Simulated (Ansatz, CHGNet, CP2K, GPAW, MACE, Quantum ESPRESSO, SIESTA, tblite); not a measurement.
**Random packing of Sn (61 atoms), the built cell with every atom moved at random**

This is the built cell with every atom moved at random. Method: GFN1-xTB tight binding (the program's own implementation), diagonalisation; levels smeared at 580 K; periodic xTB differs between programs; its forces lie 51 % r.m.s. from those of plane-wave PBE on this cell (CP2K 2026.2); Γ point; density 7.11 g/cm³.

Extended XYZ; positions in Å, forces in eV/Å, q the Mulliken charge in e:

```xyz
61
Lattice="11.914 0.000 0.000 0.000 11.914 0.000 0.000 0.000 11.914" Properties=species:S:1:pos:R:3:charge:R:1:forces:R:3 pbc="T T T"
Sn 11.627 1.693 0.022 0.00 -1.387 -1.394 2.168
Sn 5.331 0.032 1.098 0.01 0.766 -0.350 0.276
Sn 9.605 6.442 11.356 -0.01 -1.551 1.040 -2.364
Sn 3.112 4.125 0.997 0.01 1.138 1.421 2.397
Sn 7.430 6.866 8.985 -0.01 2.306 0.968 0.330
Sn 3.799 6.304 3.364 -0.03 -2.565 0.476 1.752
Sn 4.738 3.759 6.313 -0.01 -0.097 0.749 1.237
Sn 2.201 0.680 6.252 -0.02 3.542 1.430 -1.047
Sn 8.683 1.739 11.174 0.00 -1.888 0.154 1.101
Sn 5.376 1.707 4.262 0.00 -0.693 0.084 -2.096
Sn 2.602 9.934 3.205 -0.01 -0.122 -0.574 -0.599
Sn 4.034 10.002 7.744 0.02 -3.299 3.704 2.073
Sn 4.074 10.758 10.426 -0.05 -0.753 0.840 2.192
Sn 1.320 8.156 8.619 0.00 0.351 0.035 -2.574
Sn 1.025 6.059 0.684 0.03 -0.138 -2.893 -2.559
Sn 7.239 0.429 8.646 -0.02 0.166 -0.949 0.678
Sn 6.143 2.899 11.074 0.00 0.705 -1.243 -0.333
Sn 0.055 0.042 7.494 0.02 -1.781 -1.605 0.469
Sn 10.574 0.783 9.675 0.04 0.108 -2.439 -1.678
Sn 11.165 4.763 9.936 -0.01 -0.048 0.056 -1.606
Sn 5.702 8.217 7.279 -0.01 3.272 -2.636 2.273
Sn 7.241 4.210 4.506 0.04 -0.249 -0.295 0.749
Sn 8.146 9.758 5.055 -0.03 0.355 1.596 0.192
Sn 0.390 2.987 2.368 0.01 2.860 0.661 -1.581
Sn 3.660 1.897 11.409 0.00 -0.081 -2.623 -1.421
Sn 1.345 3.424 10.978 0.00 1.102 1.926 -0.855
Sn 11.108 9.510 3.331 0.02 -1.049 0.724 5.168
Sn 3.653 6.631 9.358 -0.04 -0.773 -0.511 -2.505
Sn 2.454 11.682 1.142 -0.02 1.897 0.505 -1.874
Sn 5.781 5.514 10.609 0.03 0.259 -0.257 0.000
Sn 4.888 1.103 6.983 0.02 0.873 -1.225 2.025
Sn 7.579 0.730 5.410 0.02 0.121 -1.806 1.704
Sn 9.842 7.614 1.905 0.00 -2.227 1.873 1.119
Sn 7.944 2.054 2.933 -0.01 -0.071 -1.843 -2.451
Sn 2.403 3.629 8.435 -0.03 0.614 1.602 -1.703
Sn 10.453 9.489 7.663 0.00 1.285 -0.884 -1.692
Sn 4.864 9.386 5.014 0.02 0.929 -0.477 -2.997
Sn 10.337 0.303 5.053 0.01 -0.356 -2.068 -1.063
Sn 0.417 10.202 10.224 0.00 -0.355 1.222 1.546
Sn 11.391 4.661 6.745 -0.04 1.395 -0.772 0.217
Sn 3.337 3.445 3.816 -0.02 -2.916 0.432 -0.035
Sn 5.124 6.482 1.129 -0.03 -0.141 2.057 -1.268
Sn 7.554 10.091 0.169 -0.02 -0.526 1.899 -0.330
Sn 2.369 5.938 5.823 0.03 -0.487 -1.235 0.903
Sn 2.127 9.910 5.840 -0.01 -2.278 -1.291 1.023
Sn 0.482 6.593 3.331 0.04 0.877 -0.795 0.296
Sn 0.320 2.256 5.070 0.01 1.854 0.801 1.371
Sn 2.547 8.199 11.435 0.00 2.594 0.374 -1.924
Sn 9.389 1.865 7.290 0.01 2.906 0.581 -0.760
Sn 10.094 3.401 3.972 0.01 -1.576 1.217 1.617
Sn 8.762 9.725 9.737 -0.02 -0.305 0.092 -0.313
Sn 0.709 8.641 1.301 0.04 0.377 0.544 -0.107
Sn 0.123 7.772 5.736 -0.01 -1.074 0.546 2.205
Sn 9.273 6.445 6.866 -0.02 0.242 1.140 -0.570
Sn 6.712 8.719 2.252 -0.02 -0.290 -0.552 2.702
Sn 10.375 5.039 1.670 -0.03 -0.413 -2.982 0.701
Sn 5.679 6.277 5.540 0.02 -1.902 -0.392 -0.663
Sn 7.971 7.108 4.356 0.03 1.657 -0.678 -1.487
Sn 7.455 3.310 8.401 0.01 -2.298 2.243 0.959
Sn 6.769 4.339 1.506 -0.01 1.391 -0.432 0.811
Sn 11.804 11.152 1.341 0.01 -2.251 2.209 -1.798
```

Only the Γ point is sampled, in a cell whose shortest periodic width is 12 Å.

The r.m.s. force component is 1.54 eV/Å; the longest force, 5.38 eV/Å, acts on Sn12.

[Logs are printed without paths, hosts, clocks, repeated set-up lines and the standing remarks that a program may print on its own settings, such as how far it seeks lower states.]

[Hosts, paths, dates, database ids (printed as entryN), source tags and the programs' standing remarks are cut or masked in the printed files.]
